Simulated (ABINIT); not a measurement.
# InH3 (Pm-3m): zone-centre phonons, part 2 of 3

Aim: the zone-centre modes of InH3 (Pm-3m).

ABINIT 10.8.3; DFT PBEsol, scalar-relativistic, plane waves, PseudoDojo norm-conserving pseudopotentials.

So far. Step 5 (Relaxing the cell and atoms): The volume changes by -0.1 % in this run and stands -28.2 % from the first cell. The relaxed cell has a = 3.822 Å (conventional setting).

The structure was built from a prototype and need not be the compound's stable phase.

### Step 7. Zone-centre response

At q = 0 one unit cell holds all displacements. The response is solved for single atoms along the cell's directions, and symmetry skips those that follow from others. The crystal is treated as a metal, which screens a static field, so no field response is asked.

dfpt_gamma.abi reads:

```

# common to the responses
getwfk_filepath "gso_WFK"
kptopt 2
nqpt 1
qpt 0.0 0.0 0.0
asr 0
chneut 0

# displacements
rfphon 1
rfatpol 1 4
rfdir 1 1 1
tolvrs 1.0d-10
prtwf 0

# basis, mesh and filling
ecut 40.0
ecutsm 3.0
ngkpt 8 8 8
nshiftk 1
shiftk 0.0 0.0 0.0
istwfk *1
occopt 6
tsmear 0.01
nband 14
nstep 100
diemac 1000000.0
prtebands 0
prtgsr 0
useylm 1

# cell and atoms
acell 3*1.0 Angstrom
rprim 
    3.822059651 0.0 0.0
    0.0 3.822059651 0.0
    0.0 0.0 3.822059651
ntypat 2
znucl 49 1
natom 4
typat 1 2 2 2
xred 
    0.0 0.0 0.0
    0.5 0.0 0.0
    0.0 0.5 0.0
    0.0 0.0 0.5
pp_dirpath "./pseudo"
pseudos "In.upf, H.upf"
```

Launch:

```
> OMP_NUM_THREADS=1 mpirun -n 4 abinit dfpt_gamma.abi > dfpt_gamma.log
```

Numbers of over 12 decimals in the logs are rounded to 6 here.

dfpt_gamma.abo, the main output file:

```text
[banners, grids, parts of the stress and lines that vanish by symmetry left out]
- input  file    -> dfpt_gamma.abi
- output file    -> dfpt_gamma.abo
- root for input  files -> dfpt_gammai
- root for output files -> dfpt_gammao

 Symmetries : space group Pm -3 m (#221); Bravais cP (primitive cubic)
================================================================================
 Values of the parameters that define the memory need of the present run (RF).
     intxc =       0      iscf =       7    lmnmax =      18     lnmax =       6
     mgfft =      45  mpssoang =       3    mqgrid =    3001     natom =       4
  nloc_mem =       1    nspden =       1   nspinor =       1    nsppol =       1
      nsym =      48    n1xccc =    2501    ntypat =       2    occopt =       6
   xclevel =       2
-    mband =          14        mffmem =           1         mkmem =          65
-   mkqmem =          65        mk1mem =          65           mpw =        4632
      nfft =       91125          nkpt =         260
- my_mband =          14
================================================================================
================================================================================

--------------------------------------------------------------------------------
------------- Echo of variables that govern the present computation ------------
--------------------------------------------------------------------------------
-
- outvars: echo of selected default values
-   iomode0 =  0 , fftalg0 =312 , wfoptalg0 =  0
-
- outvars: echo of global parameters not present in the input file
-  max_nthreads =    1
-
 -outvars: echo values of preprocessed input variables
 [... echo left out ...]
================================================================================

 chkinp: Checking input parameters for consistency.

[...]
== DATASET  1 ==================================================================
-   mpi_nproc: 4, omp_nthreads: 1 (-1 if OMP is not activated)

--- !DatasetInfo
iteration_state: {dtset: 1, }
dimensions: {natom: 4, nkpt: 260, mband: 14, nsppol: 1, nspinor: 1, nspden: 1, mpw: 4632, }
cutoff_energies: {ecut:  40.0, pawecutdg:  -1.0, }
electrons: {nelect:   1.60000000E+01, charge:   0.00000000E+00, occopt:   6.00000000E+00, tsmear:   1.00000000E-02, }
meta: {optdriver: 1, rfphon: 1, }
...

 mkfilename: getwfk from: gso_WFK

 Real(R)+Recip(G) space primitive vectors, cartesian coordinates (Bohr,Bohr^-1):
 R(1)=  7.2226460  0.0000000  0.0000000  G(1)=  0.1384534  0.0000000  0.0000000
 R(2)=  0.0000000  7.2226460  0.0000000  G(2)=  0.0000000  0.1384534  0.0000000
 R(3)=  0.0000000  0.0000000  7.2226460  G(3)=  0.0000000  0.0000000  0.1384534
 Unit cell volume ucvol=  3.7678099E+02 bohr^3
 Angles (23,13,12)=  9.00000000E+01  9.00000000E+01  9.00000000E+01 degrees
 setup1 : take into account q-point for computing boxcut.

 getcut: wavevector=  0.0000  0.0000  0.0000  ngfft=  45  45  45
         ecut(hartree)=     40.000   => boxcut(ratio)=   2.13974

--- Pseudopotential description ------------------------------------------------
- pspini: atom type   1  psp file is ./pseudo/In.upf

- pspini: atom type   2  psp file is ./pseudo/H.upf

   4.19958504E+02                                ecore*ucvol(ha*bohr**3)
--------------------------------------------------------------------------------

 ==>  initialize data related to q vector <==

 The list of irreducible perturbations for this q vector is:
    1)    idir= 1    ipert=   1
    2)    idir= 1    ipert=   2
    3)    idir= 2    ipert=   2

[...]
The perturbation idir=   2  ipert=   1 is
 symmetric of a previously calculated perturbation.
 So, its SCF calculation is not needed.

 The perturbation idir=   3  ipert=   1 is
 symmetric of a previously calculated perturbation.
 So, its SCF calculation is not needed.

 The perturbation idir=   3  ipert=   2 is
 symmetric of a previously calculated perturbation.
 So, its SCF calculation is not needed.

 The perturbation idir=   1  ipert=   3 is
 symmetric of a previously calculated perturbation.
 So, its SCF calculation is not needed.

[...]
The perturbation idir=   2  ipert=   4 is
 symmetric of a previously calculated perturbation.
 So, its SCF calculation is not needed.

 The perturbation idir=   3  ipert=   4 is
 symmetric of a previously calculated perturbation.
 So, its SCF calculation is not needed.

--------------------------------------------------------------------------------
 Perturbation wavevector (in red.coord.)   0.000000  0.000000  0.000000
 Perturbation : displacement of atom   1   along direction   1
 Found     8 symmetries that leave the perturbation invariant.

[...]
dfpt_looppert : total number of electrons, from k and k+q
  fully or partially occupied states are    1.600000E+01 and    1.600000E+01.
 Initialisation of the first-order wave-functions :
  ireadwf=   0

--- !BeginCycle
iteration_state: {dtset: 1, }
solver: {iscf: 7, nstep: 100, nline: 4, wfoptalg: 0, }
tolerances: {tolvrs: 1.00E-10, }
...

     iter   2DEtotal(Ha)        deltaE(Ha) residm    vres2
-ETOT  1   7.246023     -1.347E+04 2.754E+01 4.571E+02
 ETOT  2   2.380929     -4.865E+00 2.778E-02 1.345E+02
 ETOT  3   2.339171     -4.176E-02 2.013E-04 5.696E+01
 ETOT  4   2.331569     -7.603E-03 1.581E-04 3.098E+00
 ETOT  5   2.331186     -3.829E-04 3.299E-05 4.296E-01
[...]
At SCF step   11       vres2   =  1.87E-11 < tolvrs=  1.00E-10 =>converged.
[...]
Mean square residual over all n,k,spin=   29.424E-15; max=  23.987E-13

 Thirteen components of 2nd-order total energy (hartree) are
 1,2,3: 0th-order hamiltonian combined with 1st-order wavefunctions
     kin0=   1.85932151E+04 eigvalue=   1.33416296E+03  local=  -1.09210647E+04
 4,5,6: 1st-order hamiltonian combined with 1st and 0th-order wfs
 loc psp =  -4.18132318E+03  Hartree=   1.21512570E+03     xc=  -2.12862218E+02
 note that "loc psp" includes a xc core correction that could be resolved
 7,8,9: eventually, occupation + non-local contributions
    edocc=   2.38521928E+01     enl0=   3.44721417E+03   enl1=  -2.27779633E+04
 1-9 gives the relaxation energy (to be shifted if some occ is /=2.0)
   erelax=  -1.34796432E+04
 10,11,12 Non-relaxation  contributions : frozen-wavefunctions and Ewald
 fr.local=   1.94370344E+03 fr.nonlo=   1.13959419E+04  Ewald=   2.26181400E+01
 13,14 Frozen wf xc core corrections (1) and (2)
 frxc 1  =  -4.03208951E+02  frxc 2 =   5.22919883E+02
 Resulting in :
 2DEtotal=    0.2331157380E+01 Ha. Also 2DEtotal=    0.634340238569E+02 eV
    (2DErelax=   -1.3479643221E+04 Ha. 2DEnonrelax=    1.3481974379E+04 Ha)
    (  non-var. 2DEtotal :    2.3311567356E+00 Ha)

[...]
Perturbation wavevector (in red.coord.)   0.000000  0.000000  0.000000
 Perturbation : displacement of atom   2   along direction   1
 Found     8 symmetries that leave the perturbation invariant.

[...]
dfpt_looppert : total number of electrons, from k and k+q
  fully or partially occupied states are    1.600000E+01 and    1.600000E+01.
 Initialisation of the first-order wave-functions :
  ireadwf=   0

--- !BeginCycle
iteration_state: {dtset: 1, }
solver: {iscf: 7, nstep: 100, nline: 4, wfoptalg: 0, }
tolerances: {tolvrs: 1.00E-10, }
...

     iter   2DEtotal(Ha)        deltaE(Ha) residm    vres2
-ETOT  1   5.095452     -5.429E+01 5.925E-01 3.388E+03
[...]
At SCF step   10       vres2   =  8.26E-11 < tolvrs=  1.00E-10 =>converged.
[...]
Mean square residual over all n,k,spin=   38.625E-14; max=  28.148E-12

 Thirteen components of 2nd-order total energy (hartree) are
 1,2,3: 0th-order hamiltonian combined with 1st-order wavefunctions
     kin0=   5.58115751E+01 eigvalue=   1.76159746E+00  local=  -1.44393723E+01
 4,5,6: 1st-order hamiltonian combined with 1st and 0th-order wfs
 loc psp =  -7.99557634E+01  Hartree=   1.39105564E+01     xc=  -7.80018468E+00
 note that "loc psp" includes a xc core correction that could be resolved
 7,8,9: eventually, occupation + non-local contributions
    edocc=   6.93009356E+00     enl0=  -1.09828351E+00   enl1=  -3.01962003E+01
 1-9 gives the relaxation energy (to be shifted if some occ is /=2.0)
   erelax=  -5.50759817E+01
 10,11,12 Non-relaxation  contributions : frozen-wavefunctions and Ewald
 fr.local=  -1.82774870E+01 fr.nonlo=   1.36235557E+01  Ewald=   6.40438582E+01
 13,14 Frozen wf xc core corrections (1) and (2)
 frxc 1  =   0.00000000E+00  frxc 2 =   0.00000000E+00
 Resulting in :
 2DEtotal=    0.4313945255E+01 Ha. Also 2DEtotal=    0.117388430585E+03 eV
    (2DErelax=   -5.5075981711E+01 Ha. 2DEnonrelax=    5.9389926966E+01 Ha)
    (  non-var. 2DEtotal :    4.3139451196E+00 Ha)

[...]
Perturbation wavevector (in red.coord.)   0.000000  0.000000  0.000000
 Perturbation : displacement of atom   2   along direction   2
 Found     4 symmetries that leave the perturbation invariant.

--------------------------------------------------------------------------------

--------------------------------------------------------------------------------

 dfpt_looppert : total number of electrons, from k and k+q
  fully or partially occupied states are    1.600000E+01 and    1.600000E+01.
 Initialisation of the first-order wave-functions :
  ireadwf=   0

--- !BeginCycle
iteration_state: {dtset: 1, }
solver: {iscf: 7, nstep: 100, nline: 4, wfoptalg: 0, }
tolerances: {tolvrs: 1.00E-10, }
...

     iter   2DEtotal(Ha)        deltaE(Ha) residm    vres2
-ETOT  1  0.539904     -5.136E+01 8.716E-01 6.286E+02
[...]
ETOT 10  0.427656     -1.705E-13 1.690E-11 3.279E-10
 ETOT 11  0.427656      6.821E-13 9.139E-13 1.556E-11

 At SCF step   11       vres2   =  1.56E-11 < tolvrs=  1.00E-10 =>converged.
[...]
Mean square residual over all n,k,spin=   15.702E-15; max=  91.387E-14

 Thirteen components of 2nd-order total energy (hartree) are
 1,2,3: 0th-order hamiltonian combined with 1st-order wavefunctions
     kin0=   5.37830383E+01 eigvalue=   1.79152108E+00  local=  -1.22551648E+01
 4,5,6: 1st-order hamiltonian combined with 1st and 0th-order wfs
 loc psp =  -7.37413390E+01  Hartree=   1.12948710E+01     xc=  -7.17838770E+00
 note that "loc psp" includes a xc core correction that could be resolved
 7,8,9: eventually, occupation + non-local contributions
    edocc=   4.64371616E+00     enl0=  -6.03948745E-01   enl1=  -2.92099515E+01
 1-9 gives the relaxation energy (to be shifted if some occ is /=2.0)
   erelax=  -5.14756453E+01
 10,11,12 Non-relaxation  contributions : frozen-wavefunctions and Ewald
 fr.local=   5.57957045E+01 fr.nonlo=   1.50805985E+01  Ewald=  -1.89730022E+01
 13,14 Frozen wf xc core corrections (1) and (2)
 frxc 1  =   0.00000000E+00  frxc 2 =   0.00000000E+00
 Resulting in :
 2DEtotal=    0.4276555227E+00 Ha. Also 2DEtotal=    0.116370996071E+02 eV
    (2DErelax=   -5.1475645305E+01 Ha. 2DEnonrelax=    5.1903300828E+01 Ha)
    (  non-var. 2DEtotal :    4.2765554672E-01 Ha)

[...]
---- first-order wavefunction calculations are completed ----

 ==> Compute Derivative Database <==

 [... matrices left out ...]
  Phonon wavevector (reduced coordinates) :  0.00000  0.00000  0.00000
 Phonon energies in Hartree :
   2.862734E-06  2.862734E-06  2.862736E-06  1.508245E-03  1.508245E-03
   1.508245E-03  1.990268E-03  1.990268E-03  1.990268E-03  6.921618E-03
   6.921618E-03  6.921618E-03
 Phonon frequencies in cm-1    :
-  6.282974E-01  6.282976E-01  6.282980E-01  3.310215E+02  3.310215E+02
-  3.310215E+02  4.368132E+02  4.368132E+02  4.368132E+02  1.519120E+03
-  1.519120E+03  1.519120E+03

== END DATASET(S) ==============================================================
================================================================================

 -outvars: echo values of variables after computation
            acell      1.8897261259E+00  1.8897261259E+00  1.8897261259E+00 Bohr
           etotal      4.2765552265E-01
            fcart      0.0000000000E+00  0.0000000000E+00  0.0000000000E+00
           strten      0.0000000000E+00  0.0000000000E+00  0.0000000000E+00
================================================================================
```

The job ended after 2.7 min (4 MPI ranks of Arm Neoverse V1, shared host; 11 min of CPU time).

This step gave:

```yaml
largest_acoustic_frequency_at_the_zone_centre_before_the_sum_rule: 0.63 cm⁻¹
highest_optical_zone_centre_mode_no_lo_to_term: 1519 cm⁻¹
lowest_optical_zone_centre_mode: 331.0 cm⁻¹
```

The acoustic modes at Γ come out as far as 0.6 cm⁻¹ from zero, where they should vanish, a small numerical error.

(Continued in part 3 of 3.)

[Host names and launcher messages were left out of these logs when they were recorded.]

[Logs are printed without paths, hosts, clocks, repeated set-up lines and the standing remarks that a program may print on its own settings, such as how far it seeks lower states.]

[Hosts, paths, dates, database ids (printed as entryN), source tags and the programs' standing remarks are cut or masked in the printed files.]
